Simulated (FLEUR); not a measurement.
# Magnetic state of MnAlGe from several starts

A self-consistent run ends on one state, which hangs on the start. Several orders of MnAlGe are started in FLEUR and their energies compared.

Program: FLEUR MaX-R8.1. Level of theory: PBEsol; all-electron FLAPW, Dirac cores, scalar-relativistic bands. Results are calculated unless marked as measured.

**1. Starting point**

It takes space group P4/nmm (No. 129, tetragonal). The conventional cell has a = 3.914 Å, b = 3.914 Å, c = 5.933 Å, α = 90.00°, β = 90.00°, γ = 90.00°. Nearest to Mn lie 4 Al at 2.54 Å and 4 Ge at 2.57 Å and 4 Mn at 2.77 Å. Al has 4 Mn at 2.54 Å and 5 Ge at 2.65 to 2.77 Å nearest. Nearest to Ge lie 4 Mn at 2.57 Å and 5 Al at 2.65 to 2.77 Å. Farther neighbours are not listed.

Coordinates:

```cif
data_structure
_symmetry_space_group_name_H-M 'P4/nmm:1'
_symmetry_Int_Tables_number 129
_cell_length_a 3.9140
_cell_length_b 3.9140
_cell_length_c 5.9330
_cell_angle_alpha 90.000
_cell_angle_beta 90.000
_cell_angle_gamma 90.000
_cell_volume 90.89
loop_
_atom_site_label
_atom_site_type_symbol
_atom_site_symmetry_multiplicity
_atom_site_Wyckoff_symbol
_atom_site_fract_x
_atom_site_fract_y
_atom_site_fract_z
_atom_site_occupancy
Mn1 Mn 2 a 0.00000 0.00000 0.00000 1
Al1 Al 2 c 0.50000 0.00000 0.72700 1
Ge1 Ge 2 c 0.50000 0.00000 0.28000 1
```

**2. Run 1 (ferro ++)**

The parallel start is the test of whether parallel moments hold.

inpgen writes inp.xml from crystal.txt; cutoffs, mixing, functional, smearing and local orbitals are then set in the file. The k list default-1 (kpts.xml, not shown) is a Γ-centred 8×8×8 mesh; where the ranks do not divide the number of points, some are split in two of half the weight.

inp.xml

```
<?xml version="1.0" encoding="UTF-8" standalone="no"?>
<fleurInput fleurInputVersion="0.39">
   <comment>
      MnAlGe
   </comment>
   <calculationSetup>
      <cutoffs Kmax="4.05" Gmax="12.1" GmaxXC="12.1" numbands="0"/>
      <scfLoop itmax="90" minDistance="0.00002" maxIterBroyd="15" imix="Anderson" alpha="0.05" precondParam="0.0" spinf="2.0" sdNocoIR="T"/>
      <coreElectrons ctail="T" frcor="F" kcrel="0" coretail_lmax="0"/>
      <xcFunctional name="PBEs" relativisticCorrections="F"/>
      <magnetism jspins="2"/>
      <soc l_soc="F" theta="0.0" phi="0.0" spav="F"/>
      <expertModes spex="0" secvar="F"/>
      <geometryOptimization l_f="F" forcealpha="1.0" forcemix="BFGS" epsdisp="0.00001" epsforce="0.00001"/>
      <ldaU l_linMix="F" mixParam="0.05" spinf="1.0"/>
   </calculationSetup>
   <cell>
      <bzIntegration valenceElectrons="64.0" mode="hist" fermiSmearingEnergy="0.00183747">
         <kPointListSelection listName="default-1"/>
         <xi:include xmlns:xi="http://www.w3.org/2001/XInclude" href="kpts.xml"> </xi:include>
      </bzIntegration>
      <xi:include xmlns:xi="http://www.w3.org/2001/XInclude" href="sym.xml"> </xi:include>
      <bulkLattice scale="1.0">
         <bravaisMatrix>
            <row-1>    7.3963880516843998     0.0000000000000000     0.0000000000000000</row-1>
            <row-2>    0.0000000000000000     7.3963880516843998     0.0000000000000000</row-2>
            <row-3>    0.0000000000000000     0.0000000000000000    11.2117450972517982</row-3>
         </bravaisMatrix>
      </bulkLattice>
   </cell>
   <atomSpecies>
      <species name="Manganese 3.502" element="Mn" atomicNumber="25">
         <mtSphere radius="2.55" gridPoints="843" logIncrement="0.015"/>
         <atomicCutoffs lmax="10" lnonsphr="8"/>
         <electronConfig flipSpins="F">
            <coreConfig>(1s1/2) (2s1/2) (2p1/2) (2p3/2)</coreConfig>
            <valenceConfig>(3s1/2) (3p1/2) (3p3/2) (4s1/2) (3d3/2) (3d5/2)</valenceConfig>
            <stateOccupation state="(3d3/2)" spinUp="1.251" spinDown="0.749"/>
            <stateOccupation state="(3d5/2)" spinUp="3.0" spinDown="0.0"/>
         </electronConfig>
         <energyParameters s="4" p="4" d="3" f="4"/>
         <lo type="SCLO" l="0" n="3" eDeriv="0"/>
         <lo type="SCLO" l="1" n="3" eDeriv="0"/>
      </species>
      <species name="Aluminum (Al)" element="Al" atomicNumber="13">
         <mtSphere radius="1.85" gridPoints="613" logIncrement="0.018"/>
         <atomicCutoffs lmax="8" lnonsphr="6"/>
         <electronConfig flipSpins="F">
            <coreConfig>(1s1/2) (2s1/2) (2p1/2) (2p3/2)</coreConfig>
            <valenceConfig>(3s1/2) (3p1/2) (3p3/2)</valenceConfig>
            <stateOccupation state="(3p1/2)" spinUp="0.166667" spinDown="0.166667"/>
            <stateOccupation state="(3p3/2)" spinUp="0.333333" spinDown="0.333333"/>
         </electronConfig>
         <energyParameters s="3" p="3" d="3" f="4"/>
      </species>
      <species name="Germanium (Ge)" element="Ge" atomicNumber="32">
         <mtSphere radius="1.93" gridPoints="639" logIncrement="0.019"/>
         <atomicCutoffs lmax="8" lnonsphr="6"/>
         <electronConfig flipSpins="F">
            <coreConfig>(1s1/2) (2s1/2) (2p1/2) (2p3/2) (3s1/2) (3p1/2) (3p3/2)</coreConfig>
            <valenceConfig>(4s1/2) (3d3/2) (3d5/2) (4p1/2) (4p3/2)</valenceConfig>
            <stateOccupation state="(4p1/2)" spinUp="0.333333" spinDown="0.333333"/>
            <stateOccupation state="(4p3/2)" spinUp="0.666667" spinDown="0.666667"/>
         </electronConfig>
         <energyParameters s="4" p="4" d="3" f="4"/>
      </species>
   </atomSpecies>
   <atomGroups>
      <atomGroup species="Manganese 3.502">
         <relPos label="                   1">-1.000/4.000 -1.000/4.000 .0000000000</relPos>
         <relPos label="                   2">1.000/4.000 1.000/4.000 .0000000000</relPos>
         <force calculate="T" relaxXYZ="TTT"/>
      </atomGroup>
      <atomGroup species="Aluminum (Al)">
         <relPos label="                   3">1.000/4.000 -1.000/4.000 -.2730000000</relPos>
         <relPos label="                   4">-1.000/4.000 1.000/4.000 .2730000000</relPos>
         <force calculate="T" relaxXYZ="TTT"/>
      </atomGroup>
      <atomGroup species="Germanium (Ge)">
         <relPos label="                   5">1.000/4.000 -1.000/4.000 7.000/25.000</relPos>
         <relPos label="                   6">-1.000/4.000 1.000/4.000 -7.000/25.000</relPos>
         <force calculate="T" relaxXYZ="TTT"/>
      </atomGroup>
   </atomGroups>
   <output dos="F" band="F" slice="F">
      <bandDOS minEnergy="-.5*Htr" maxEnergy="0.5*Htr" sigma="0.015" storeEVData="T"/>
      <plotting iplot="0" polar="F">
         <plot TwoD="T" vec1="  1.0  0.0  0.0" vec2="  0.0  1.0  0.0" vec3="  0.0  0.0  1.0" zero="  0.0  0.0  0.0" file="plot"/>
      </plotting>
      <moessbauerParams electricFieldGradient="F" isomerShift="F" coreHyperfine="F" valenceHyperfine="F"/>
   </output>
</fleurInput>
```

crystal.txt

```
MnAlGe
&input film=F cartesian=F /
3.91400000000  0.00000000000  0.00000000000
0.00000000000  3.91400000000  0.00000000000
0.00000000000  0.00000000000  5.93300000000
1.8897261246
1.0 1.0 1.0

6
25 0.00000000000  0.00000000000  0.00000000000 : 3.502
25 0.50000000000  0.50000000000  0.00000000000 : 3.502
13 0.50000000000  0.00000000000  0.72700000000
13 0.00000000000  0.50000000000  0.27300000000
32 0.50000000000  0.00000000000  0.28000000000
32 0.00000000000  0.50000000000  0.72000000000

&kpt div1=8 div2=8 div3=8 gamma=T /
```

Launch:

```
$ OMP_NUM_THREADS=1 inpgen -f crystal.txt > inpgen.log  # inp.xml is then edited as shown
$ OMP_NUM_THREADS=1 mpirun -n 4 fleur_MPI > fleur.log
```

Log:

```text
Welcome to FLEUR        (www.flapw.de)
      MaX-Release 8.1          (www.max-centre.eu)

 ========== k-point set info ==========
 Selected k-point list: default-1
 k-point list type: mesh
 0 x 0 x 0
 Number of k points: 76

 ------------Calculation Setup---------------------------
 Number of MPI-tasks      :            4
 Number of PE/node        :            4
 Number of OMP-threads    :            1
 k-points in parallel     :            4
 pe's per k-point         :            1
 No of k-point loops      :           19
 Eigenvalue solver        :       lapack
 Number of basis functions:          738
 Approximate size of matrices (H+S) per k-point:         0.008 GB
 --------------------------------------------------------
 Iteration:     1   Distance:      13.53835767 me/bohr^3
 Iteration:     2   Distance:      12.34766837 me/bohr^3
 Iteration:     3   Distance:      12.37496280 me/bohr^3
 Iteration:     4   Distance:      13.47366493 me/bohr^3
 Iteration:     5   Distance:       6.30043572 me/bohr^3
 Iteration:     6   Distance:       4.83115206 me/bohr^3
 Iteration:     7   Distance:       3.86583622 me/bohr^3
 Iteration:     8   Distance:       3.62851830 me/bohr^3
 Iteration:     9   Distance:       2.39635102 me/bohr^3
 Iteration:    10   Distance:       2.38678837 me/bohr^3
[... 11 iterations left out ...]
 Iteration:    22   Distance:       0.00355623 me/bohr^3
 Iteration:    23   Distance:       0.00592064 me/bohr^3
 Iteration:    24   Distance:       0.00257735 me/bohr^3
 Iteration:    25   Distance:       0.00060228 me/bohr^3
 Iteration:    26   Distance:       0.00066392 me/bohr^3
 Iteration:    27   Distance:       0.00011656 me/bohr^3
 Iteration:    28   Distance:       0.00002540 me/bohr^3
 Iteration:    29   Distance:       0.00005221 me/bohr^3
 Iteration:    30   Distance:       0.00005077 me/bohr^3
 Iteration:    31   Distance:       0.00001860 me/bohr^3

 ********************************************************************
 Run finished successfully
 Stop message:
   all done
 ********************************************************************

--- out.xml (last complete iteration) ---
<iteration numberForCurrentRun="   31" overallNumber="   31">
         [... left out ...]
         <bandgap value="0.0141803821" units="eV"/>
         <sumValenceSingleParticleEnergies value="-33.5563817757" units="Htr"/>
         <FermiEnergy value="0.3336959893" units="Htr"/>
         <valenceDensity>
            <mtCharges spin="1">
               <mtCharge atomType="1" total="8.2112672" s="1.2289333" p="3.3025481" d="3.6583262" f="0.0173176"/>
               <mtCharge atomType="2" total="0.3362823" s="0.1652616" p="0.1448430" d="0.0242334" f="0.0017084"/>
               <mtCharge atomType="3" total="5.6591077" s="0.3831613" p="0.3371786" d="4.9361429" f="0.0023027"/>
            </mtCharges>
            <mtCharges spin="2">
               <mtCharge atomType="1" total="6.3956723" s="1.2162628" p="3.2804582" d="1.8787672" f="0.0171572"/>
               <mtCharge atomType="2" total="0.3524457" s="0.1759829" p="0.1527412" d="0.0222824" f="0.0012800"/>
               <mtCharge atomType="3" total="5.6934902" s="0.3861618" p="0.3711085" d="4.9343294" f="0.0016877"/>
            </mtCharges>
            <spinDependentCharge spin="1" total="33.7181259" interstitial="5.3048115" mtSpheres="28.4133144"/>
            <spinDependentCharge spin="2" total="30.2818741" interstitial="5.3986577" mtSpheres="24.8832164"/>
            <totalCharge value="64.0000000000"/>
         </valenceDensity>
         [... left out ...]
         <allElectronCharges>
            <spinDependentCharge spin="1" total="71.7181259" interstitial="5.3334558" mtSpheres="66.3846701"/>
            <spinDependentCharge spin="2" total="68.2818740" interstitial="5.4273823" mtSpheres="62.8544917"/>
            <totalCharge value="139.9999999397"/>
         </allElectronCharges>
         <magneticMomentsInMTSpheres units="muBohr">
            <globalMagMoment atomType="1" vec="0.00000   0.00000   1.81559"/>
            <localMagMoment atomType="1" vec="0.00000   0.00000   1.81559"/>
            <globalMagMoment atomType="2" vec="0.00000   0.00000  -0.01613"/>
            <localMagMoment atomType="2" vec="0.00000   0.00000  -0.01613"/>
            <globalMagMoment atomType="3" vec="0.00000   0.00000  -0.03437"/>
            <localMagMoment atomType="3" vec="0.00000   0.00000  -0.03437"/>
         </magneticMomentsInMTSpheres>
         <moessbauerParams unitsHFF="kG" unitsIS="e/bohr^3" unitsEFG="Htr/bohr^2">
         </moessbauerParams>
         <totalEnergy value="    -6994.9556745883" units="Htr">
            <sumOfEigenvalues value="    -4007.5049396369">
               <coreElectrons value="-3973.9485578612"/>
               <valenceElectrons value="-33.5563817757"/>
            </sumOfEigenvalues>
            <densityCoulombPotentialIntegral value="-10733.3133084521"/>
            <densityEffectivePotentialIntegral value="-11119.9204384413"/>
            <chargeDenXCDenIntegral value="-295.1323251204"/>
            <FockExchangeEnergyValence value="0.0000000000"/>
            <FockExchangeEnergyCore value="0.0000000000"/>
            <atomTypeDependentContributions atomType="1">
               <electronNucleiInteractionDifferentMTs value="2768.5969038578"/>
               <MadelungTerm value="-11.4484973973"/>
            </atomTypeDependentContributions>
            <atomTypeDependentContributions atomType="2">
               <electronNucleiInteractionDifferentMTs value="569.5441259464"/>
               <MadelungTerm value="-16.8886282340"/>
            </atomTypeDependentContributions>
            <atomTypeDependentContributions atomType="3">
               <electronNucleiInteractionDifferentMTs value="5032.6835854896"/>
               <MadelungTerm value="-46.4204531212"/>
            </atomTypeDependentContributions>
            <tkbTimesEntropy value="0.0009746934"/>
            <freeEnergy value="-6994.9566492818"/>
            <extrapolationTo0K value="-6994.9561619350"/>
         </totalEnergy>
         <densityConvergence units="me/bohr^3">
            <chargeDensity spin="1" distance="0.0000043464"/>
            <chargeDensity spin="2" distance="0.0000161671"/>
            <overallChargeDensity distance="0.0000146488"/>
            <spinDensity distance="0.0000185997"/>
         </densityConvergence>
      </iteration>
```

Elapsed: 3.8 min, on 4 MPI ranks of Arm Neoverse V2, shared host; peak memory 0.42 GiB; 15 min of CPU time.

Spin moment in the muffin-tin sphere by atom:

```csv
atom,spin moment in the muffin-tin sphere (μB)
Mn1,1.82
Mn2,1.82
Al3,-0.02
Al4,-0.02
Ge5,-0.03
Ge6,-0.03
```

Numbers from this step:

| Quantity | Value |
| --- | --- |
| free energy | -190342.4672 eV |
| program's band gap on this mesh (in a metal only a level spacing) | 0.01418 eV |
| magnetization | 3.436 μB |
| final state | ferromagnetic |

After 31 cycles the largest moment stands at 1.82 μB.

(Part 1 of 2 ends here.)

[Logs and program files are shortened in this print: banners, set-up blocks, solver, clock and traceback lines can be left out without a mark of their own.]

[Logs are printed without paths, hosts, clocks, repeated set-up lines and the standing remarks that a program may print on its own settings, such as how far it seeks lower states.]

[Hosts, paths, dates, database ids (printed as entryN), source tags and the programs' standing remarks are cut or masked in the printed files.]

[Where a cell is said to come from a database of computed structures, the database is the Materials Project.]
